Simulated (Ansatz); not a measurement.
# ZnS (F-43m): zone-centre modes under pressure, part 2 of 3

Aim: how do the optical modes of ZnS (F-43m) move with volume?

Ansatz 0.2.0; DFT LDA, scalar-relativistic, plane waves, PAW; PAW set soft_1.

So far: Set-up; Bringing the structure to rest.

The database entry behind the starting cell differs from later determinations by our own check (about 0.1 % short), so it need not match the best structure at ambient conditions.

### Step 3. Tight relaxation

Phonons need small forces and stress, so the relaxation is finished with tight tolerances on 12×12×12 k points.

input.yaml reads:

```yaml
crystal:
  lattice:
    - [0.0, 2.6484291546, 2.6484291546]
    - [2.6484291546, 0.0, 2.6484291546]
    - [2.6484291546, 2.6484291546, 0.0]
  atoms:
    - { symbol: S, position: [0.0, 0.0, 0.0] }
    - { symbol: Zn, position: [0.75, 0.75, 0.75] }
kpoints:
  mp_grid: { grid: [12, 12, 12] }
hamiltonian:
  xc: lda
  pseudopotentials: { kind: paw, azcp: { folder: soft_1 }, xc_functional: pbe }
scf:
  occupations: { method: fixed }
output:
  forces: true
  stress: true
  eigenvalues: true
  write_density: true
  write_potential: true
  elf: true
  volumetric_format: npy
relax:
  adjacent_minimum: "off"
  f_tol: 0.001
  max_steps: 60
  cell: { stress_tol: 0.01 }
```

Run with:

```sh
> ansatz run input.yaml --threads 4 --pin off --max-ram 10240MiB --backend cpu --events-out ev --progress --plain --runs-dir out
```

Numbers of over 12 decimals in the logs are rounded to 6 here.

The program printed:

```text
[...]
Crystal: 2 atoms, lattice volume = 37.153 Å³
Basis set: ecut = 420 eV, 725 PW (Γ)
Bands: 13, of which v1, the nominal top of the filled ones, is band 9 counted from 1 (8 counted from 0)
Symmetry: 24 space group operations
[...]
k-points: 72 of 1728 (time reversal used)
[...]
k-point 71: bands = [... 5 lower, 0.5833, 1.3201, 3.1883, 3.2863, 11.8024, 12.4468, 14.0808, 14.2587]
--- Relaxed structure (2 steps of the walk, 2 accepted, 1 SCFs on fresh bases) ---
[...]
cell:  # Å, volume = 37.1501 Å³
    - [0, 2.648358, 2.648358]
    - [2.648358, 0, 2.648358]
    - [2.648358, 2.648358, 0]
  atoms:
    - { symbol: S, position: [0, 0, 0] }
    - { symbol: Zn, position: [0.750000, 0.750000, 0.750000] }
[key lines of the parts left out:]
SCF converged after 6 iterations
Free energy (F): -4117.442650 eV
Fermi energy:    6.298101 eV
P = ⅓ Tr σ = -0.0059 GPa (-0.059 kbar)
```

Elapsed: 3.6 s, on 4 threads of Intel Xeon at 2.80GHz (Skylake/Cascade Lake), shared host; peak memory 0.43 GiB; 13 s of CPU time.

Little changed from the start: no atom moved by 0.005 Å and no cell edge by 0.1 %.

This step gave:

```yaml
pressure: -0.005862 GPa
```

Electrostatic potential energy in the ac plane of a cell with a along [110], b along [-110] and c along [001] of the cube at fractional y = 0.000, with atoms of S and Zn within 0.2 Å of it. With pseudopotentials it is smooth inside the atoms' cores, unlike the true potential.

Ten even steps from '_' (-53 eV) to '@' (11 eV), each cell a mean:
```
----##@@@@@@@@@@**::--::==%%@@@@@@@@%%==::
==**%%@@@@@@@@@@%%**==++##@@@@@@@@@@@@##==
%%@@@@@@@@@@@@@@@@@@%%%%@@@@@@@@@@@@@@@@%%
@@@@@@@@@@@@@@@@@@@@@@@@@@@@@@@@@@@@@@@@@@
@@@@@@@@@@@@@@@@@@@@@@@@@@@@@@@@@@@@@@@@@@
@@@@@@@@@@@@@@@@@@@@@@@@@@@@@@@@@@@@@@@@@@
@@@@@@@@@@@@@@@@@@@@@@@@@@@@@@@@@@@@@@@@@@
@@@@@@@@%%%%%%@@@@@@@@@@@@@@@@%%%%@@@@@@@@
@@@@@@##++--++%%@@@@@@@@@@%%**====**%%@@@@
@@@@%%++..__..++%%@@@@@@@@##::____::##@@@@
@@@@%%==______==%%@@@@@@@@**..____..##@@@@
##%%%%**::..::**%%%%####%%##==....==%%%%##
::==##%%##**##%%##==::--**%%##****%%%%**--
==::**@@@@@@@@@@**::==--==%%@@@@@@@@%%----
```
Columns run along a (7.5 Å; values clipped at the 3rd and 97th percentile), rows up along c (5.3 Å), edges of the conventional cell, whose origin can differ from the input's. Atoms in or near the plane, at fractional coordinates: S at (0.50, 0.00), S at (0.00, 0.00), Zn at (0.75, 0.25), Zn at (0.25, 0.25).

Valence density in the ac plane of a cell with a along [110], b along [-110] and c along [001] of the cube at fractional y = 0.000, with atoms of S and Zn within 0.2 Å of it. It is the smooth field of the valence electrons, not physical close to the nuclei.

Ten steps, logarithmic in the rise over the least value, from '0' (0 e/Å³) to '9' (34 e/Å³), each cell a mean:
```
222100012222210000122
221000001222210000122
110000000111100000011
000000000000000000000
000000000000000000000
000000000000000000000
000000000000000000000
000011100000000110000
000123210000002332000
001268621000014884100
111379731111125995211
221246421222223663222
232112112323221221223
122100012212321001232
```
Columns run along a (7.5 Å), rows up along c (5.3 Å), edges of the conventional cell, whose origin can differ from the input's. Atoms in or near the plane, at fractional coordinates: S at (0.50, 0.00), S at (0.00, 0.00), Zn at (0.75, 0.25), Zn at (0.25, 0.25).

ELF in the ac plane of a cell with a along [110], b along [-110] and c along [001] of the cube at fractional y = 0.000, with atoms of S and Zn within 0.2 Å of it. It is the smooth field of the valence electrons, not physical close to the nuclei.

Values, 8 rows by 16 columns, each cell a mean:
```
0.44 0.73 0.61 0.20 0.12 0.47 0.75 0.54 0.44 0.73 0.61 0.20 0.12 0.47 0.75 0.54
0.70 0.56 0.25 0.05 0.02 0.16 0.46 0.67 0.70 0.56 0.25 0.05 0.02 0.16 0.46 0.67
0.17 0.09 0.03 0.02 0.02 0.03 0.07 0.15 0.17 0.09 0.03 0.02 0.02 0.03 0.07 0.15
0.02 0.03 0.06 0.10 0.11 0.08 0.04 0.02 0.02 0.03 0.06 0.10 0.11 0.08 0.04 0.02
0.03 0.09 0.15 0.15 0.15 0.16 0.12 0.04 0.03 0.09 0.15 0.15 0.15 0.16 0.12 0.04
0.29 0.21 0.15 0.03 0.02 0.11 0.19 0.27 0.29 0.21 0.15 0.03 0.02 0.11 0.19 0.27
0.78 0.65 0.24 0.06 0.04 0.15 0.50 0.77 0.78 0.65 0.24 0.06 0.04 0.15 0.50 0.77
0.29 0.78 0.63 0.23 0.18 0.46 0.82 0.46 0.29 0.78 0.63 0.23 0.18 0.46 0.82 0.46
```
Columns run along a (7.5 Å), rows up along c (5.3 Å), edges of the conventional cell, whose origin can differ from the input's. Atoms in or near the plane, at fractional coordinates: S at (0.50, 0.00), S at (0.00, 0.00), Zn at (0.75, 0.25), Zn at (0.25, 0.25).

The forces vanish by symmetry and the pressure is -0.006 GPa, within the tolerances set. The cell now holds 18.58 Å³/atom.

### Step 4. Zone-centre response at rest

The modes at rest are the reference of the series, and the response to a field gives the dielectric tensor and the Born charges.

input.yaml, the sections that differ from step 3:

```yaml
crystal:
  lattice:
    - [0.0, 2.6483577542, 2.6483577542]
    - [2.6483577542, 0.0, 2.6483577542]
    - [2.6483577542, 2.6483577542, 0.0]
  atoms:
    - { symbol: S, position: [0.0, 0.0, 0.0] }
    - { symbol: Zn, position: [0.75, 0.75, 0.75] }
output:
  eigenvalues: true
phonons:
  method: dfpt
  dielectric: true
  rigid_motions: translations
  raman: true
# kpoints, hamiltonian, scf: as in step 3
# relax: removed
```

The program printed:

```text
[...]
Crystal: 2 atoms, lattice volume = 37.150 Å³
Basis set: ecut = 420 eV, 725 PW (Γ), exchange–correlation on 54×54×54 points (8 copies of the dense FFT grid, shifted against one another)
Bands: 13, of which v1, the nominal top of the filled ones, is band 9 counted from 1 (8 counted from 0)
Symmetry: 24 space group operations
k-points: 280 of 1728 (irreducible under 4 space group operations, time reversal used)
[...]
SCF iter   1: F=—  HF=-4117.546343 eV  |F-HF|=—  |Δ(HF+E_count)|=         —  Δρ=3.82e-2  dr2=3.38e-1  ethr=3.10e-3  ⟨swp⟩=5.1  Hψ=21841  notcnv=0  defer=531
[...]
SCF iter   9: F=-4117.442650 eV  HF=-4117.442650 eV  |F-HF|=4.73e-11  |Δ(HF+E_count)|=  4.27e-10  Δρ=3.15e-7  dr2=1.70e-11  ethr=1.00e-12  ⟨swp⟩=8.0  Hψ=25241  notcnv=0
SCF 1 converged in 9 iterations: F = -4117.442650 eV  dr2 = 1.70e-11
[...]
NSCF: frozen V_eff on 1 k-points
DFPT response loops at Γ: preconditioner auto → none (the input reference at scf.mixing.eps_inf says where Resta's filter doesn't serve); β = 0.50; Broyden in place of MSR1
── the response to a field inside a basis, on 12×12×12 k-points: an SCF that follows is theirs, and a resumed run solves both again ──
Bands: 10, of which v1, the nominal top of the filled ones, is band 9 counted from 1 (8 counted from 0)
k-points: 182
[...]
Eigensolver: Dense (182 Hₖ)
SCF iter   1: F=—  HF=-4117.443012 eV  |F-HF|=—  |Δ(HF+E_count)|=         —  Δρ=2.48e-4  dr2=5.11e-6  ethr=1.00e-1
[...]
SCF iter   6: F=-4117.443012 eV  HF=-4117.443012 eV  |F-HF|=3.64e-12  |Δ(HF+E_count)|=  6.28e-11  Δρ=2.11e-7  dr2=5.48e-12  ethr=2.57e-12
SCF 1 converged in 6 iterations: F = -4117.443012 eV  dr2 = 5.48e-12
[...]
SCF converged after 9 iterations
Free energy (F): -4117.442650 eV
[...]
Internal energy: -4117.442650 eV  (E = F + TS)
E sigma→0 (E₀):  -4117.442650 eV
Fermi energy:    6.298099 eV
[...]
--- Band table (eV; the first three rows and the last of 280) ---
  k-point 0: bands = [... 5 lower, 0.1084, 6.2981, 6.2981, 6.2981, 8.4174, 12.4672, 12.4672, 12.4672]
  k-point 1: bands = [... 5 lower, 0.1072, 5.6610, 6.2198, 6.2198, 8.9054, 12.4036, 12.5995, 12.5995]
  k-point 2: bands = [... 5 lower, 0.1058, 4.4829, 6.0192, 6.0192, 9.5321, 12.5147, 12.9015, 12.9015]
  k-point 279: bands = [... 5 lower, 0.5833, 1.3201, 3.1883, 3.2863, 11.8024, 12.4468, 14.0808, 14.2587]
--- Phonons (Γ-DFPT): 2 representative perturbations + reference, on 280 of 1728 k-points (Σ response iterations 6) ---
  k mesh reduced under 4 symmetry operations, with k and −k counted as one. Each operation leaves every solved perturbation unchanged. A smaller set is not considered because the run solves the response to a homogeneous field
  ASR residual: 2.660e-4 → 0.000e0 eV/Å²; symmetrization residual: 3.578e-6 eV/Å²
  ASR residual per site (eV/Å²): 3.04e-5 2.66e-4
  Γ frequencies (cm⁻¹): 0.00 0.00 0.00 290.72 290.72 290.72
  ε∞ (high-frequency dielectric tensor):
        6.175053     0.000000    -0.000000
        0.000000     6.175053     0.000000
       -0.000000     0.000000     6.175053
  ε⁰ (static dielectric tensor: ions relaxed, cell fixed):
        8.799825     0.000000     0.000000
        0.000000     8.799825     0.000000
        0.000000     0.000000     8.799825
  ε⁰ − ε∞ (ionic part):
        2.624773     0.000000     0.000000
        0.000000     2.624773     0.000000
        0.000000     0.000000     2.624773
  softest optical mode at Γ: 290.72 cm⁻¹; the repairs (sum rule, projections) moved no ω² at Γ by more than (1.14 cm⁻¹)²
  Born effective charges Z* (e; rows j = field, columns β = displacement):
    site 0:
        -1.89814   -0.00000   -0.00000
        -0.00000   -1.89814   -0.00000
        -0.00000   -0.00000   -1.89814
    site 1:
         1.89814    0.00000    0.00000
         0.00000    1.89814    0.00000
         0.00000    0.00000    1.89814
  Z* charge neutrality: 1.226e-4 e pre-enforcement
  solved inside a basis spanned on kpoints, on 12×12×12 k-points transformed towards the longest dipole: ε∞ is read to err by 1.6e-2, Z* by 1.3e-2 e (field_mesh: kpoints solves on kpoints); Z* is corrected for what the basis lacks
  Raman tensors (in the event stream and the table raman_tensors.tsv): an entry may err by 3.0e-3 Å², one of the second-order susceptibility by 8.3e-2 pm/V (basis, points and sum rule); their sum over the sites missed zero by 4.663e-5 Å² ahead of its enforcement
  optical modes at Γ without the LO–TO term, one row a degenerate level:
      ω (cm⁻¹)  modes    IR ((D/Å)²/amu)  static Raman (Å⁴/amu)  depolarisation
        290.72      3            11.5923                 1.7059           0.750
  optical modes at Γ + LO–TO along q̂ = [1.0000, 0.0000, 0.0000]:
      ω (cm⁻¹)  modes    IR ((D/Å)²/amu)  static Raman (Å⁴/amu)  depolarisation
        290.72      2             7.7282                 1.1373           0.750
        347.05      1             3.8641                 1.1701           0.750
  optical modes at Γ + LO–TO along q̂ = [0.0000, 1.0000, 0.0000]:
      ω (cm⁻¹)  modes    IR ((D/Å)²/amu)  static Raman (Å⁴/amu)  depolarisation
        290.72      2             7.7282                 1.1373           0.750
        347.05      1             3.8641                 1.1701           0.750
  optical modes at Γ + LO–TO along q̂ = [0.0000, 0.0000, 1.0000]:
      ω (cm⁻¹)  modes    IR ((D/Å)²/amu)  static Raman (Å⁴/amu)  depolarisation
        290.72      2             7.7282                 1.1373           0.750
        347.05      1             3.8641                 1.1701           0.750
```

Wall time 72 s (4 threads); peak memory 1.3 GiB; 4.5 min of CPU time.

Numbers from this step:

| Quantity | Value |
| --- | --- |
| sum-rule residual before enforcement | 2.66e-4 eV/Å² |
| miss of the charge sum rule | 1.23e-4 e |
| estimated error of the dielectric tensor | 0.01592 |
| estimated error of the Born charges | 0.01255 e |
| point group | -43m |
| highest optical mode at the zone centre (no LO-TO term) | 290.7 cm⁻¹ |
| lowest optical zone-centre mode | 290.7 cm⁻¹ |
| mean high-frequency dielectric constant | 6.175 |
| largest Born charge (third of the trace) | -1.898 e |
| mean static dielectric constant | 8.800 |
| top of the zone-centre spectrum with the field | 347.1 cm⁻¹ |

Without the LO-TO term. Patterns of degenerate modes are one choice out of their space. Modes at Γ, with each element's share of the kinetic energy:

```
mode  frequency (cm⁻¹)  symmetry  S %  Zn %
   1               0.0  acoustic   33    67
   2               0.0  acoustic   33    67
   3               0.0  acoustic   33    67
   4             290.7        T2   67    33
   5             290.7        T2   67    33
   6             290.7        T2   67    33
```

Displacements in mode 6 (290.7 cm⁻¹), the largest set to 1:
```
S1   0.00  0.02  1.00
Zn2  0.00 -0.01 -0.49
```

Optical modes at the zone centre, without and with the macroscopic field of the longitudinal modes; each column is sorted by frequency, so a row need not hold one and the same mode. Modes with and without the field, by row:

```csv
rank among optical modes,no field (cm⁻¹),"q along (1, 0, 0) (cm⁻¹)"
1,290.7,290.7
2,290.7,290.7
3,290.7,347.1
```

Born charge (rows field, columns displacement) (e), principal values of the symmetric part by kind of site:

```
atom  atoms with these values    low  middle   high   mean
  S1                        1  -1.90   -1.90  -1.90  -1.90
 Zn2                        1   1.90    1.90   1.90   1.90
```

In full for Zn2:

```
1.90 0.00 0.00
0.00 1.90 0.00
0.00 0.00 1.90
```

High-frequency dielectric tensor:

```
6.18 0.00 0.00
0.00 6.18 0.00
0.00 0.00 6.18
```

Static dielectric tensor (ions relaxed, fixed cell):

```
8.80 0.00 0.00
0.00 8.80 0.00
0.00 0.00 8.80
```

Transverse modes. Infrared lines, with heights relative to the strongest:

```
position (cm⁻¹)  label  relative intensity
            291     T2                 100
```

Activity x (w_L - w)^4 (n + 1)/w, 532 nm, 300 K; the tensors are static ones, while 532 nm light lies above the computed direct gap, where resonance would change the heights; modes without the macroscopic field alone. Raman lines, with heights relative to the strongest:

```
position (cm⁻¹)  label  relative intensity
            291     T2                 100
```

Before it was imposed, the acoustic sum rule was missed by 2.7e-4 eV/Å² and the charge sum rule by 1.2e-4 e. Small misses are needed for a sound result but don't prove that mesh and cutoff are converged. The lowest optical mode is real, 291 cm⁻¹.

### Step 5. Ground state of a member: 1.06 times the volume at rest

The cell is set to 1.06 times the volume at rest; symmetry leaves nothing else free, so this is a single point.

input.yaml, the sections that differ from step 4:

```yaml
crystal:
  lattice:
    - [0.0, 2.7002995245, 2.7002995245]
    - [2.7002995245, 0.0, 2.7002995245]
    - [2.7002995245, 2.7002995245, 0.0]
  atoms:
    - { symbol: S, position: [0.0, 0.0, 0.0] }
    - { symbol: Zn, position: [0.75, 0.75, 0.75] }
output:
  forces: true
  stress: true
  eigenvalues: true
# kpoints, hamiltonian, scf: as in step 4
# phonons: removed
```

The program printed:

```text
[...]
Crystal: 2 atoms, lattice volume = 39.379 Å³
Basis set: ecut = 420 eV, 749 PW (Γ)
Bands: 13, of which v1, the nominal top of the filled ones, is band 9 counted from 1 (8 counted from 0)
Symmetry: 24 space group operations
[...]
k-points: 72 of 1728 (time reversal used)
[...]
SCF iter   1: F=—  HF=-4117.511659 eV  |F-HF|=—  |Δ(HF+E_count)|=         —  Δρ=3.81e-2  dr2=3.36e-1  ethr=3.10e-3  ⟨swp⟩=5.2  Hψ=5589  notcnv=0  defer=130
[...]
SCF iter   7: F=-4117.410118 eV  HF=-4117.410118 eV  |F-HF|=2.08e-8  |Δ(HF+E_count)|=   1.34e-7  Δρ=1.10e-5  dr2=2.91e-8  ethr=5.56e-10  ⟨swp⟩=6.6  Hψ=6865  notcnv=0
SCF 1 converged in 7 iterations: F = -4117.410118 eV  dr2 = 2.91e-8
[...]
SCF converged after 7 iterations
Free energy (F): -4117.410118 eV
[...]
Internal energy: -4117.410118 eV  (E = F + TS)
E sigma→0 (E₀):  -4117.410118 eV
Fermi energy:    5.514774 eV
[...]
--- Stress (GPa, compression-positive) ---
       -4.430174       0.000000      -0.000000
        0.000000      -4.430174       0.000000
       -0.000000       0.000000      -4.430174
  P = ⅓ Tr σ = -4.4302 GPa (-44.302 kbar)
--- Band table (eV; the first three rows and the last of 72) ---
  k-point 0: bands = [... 5 lower, -0.4933, 5.5148, 5.5148, 5.5148, 7.3759, 11.7325, 11.7325, 11.7325]
  k-point 1: bands = [... 5 lower, -0.4943, 4.8890, 5.4444, 5.4444, 7.8738, 11.6490, 11.8550, 11.8550]
  k-point 2: bands = [... 5 lower, -0.4954, 3.7662, 5.2632, 5.2632, 8.5249, 11.6915, 12.1361, 12.1361]
  k-point 71: bands = [... 5 lower, -0.0818, 0.8241, 2.7028, 2.7352, 11.0336, 11.4080, 13.1739, 13.5044]
```

The job ended after 0.98 s (4 threads; peak memory 0.4 GiB; 3.1 s of CPU time).

This step gave:

```
pressure          : -4.430 GPa
gap on the k-mesh : 1.861 eV
volume per atom   : 19.69 Å³
```

The forces vanish by symmetry, at a pressure of -4.43 GPa.

(Part 2 of 3 ends here.)

[Logs are printed without paths, hosts, clocks, repeated set-up lines and the standing remarks that a program may print on its own settings, such as how far it seeks lower states.]

[Hosts, paths, dates, database ids (printed as entryN), source tags and the programs' standing remarks are cut or masked in the printed files.]
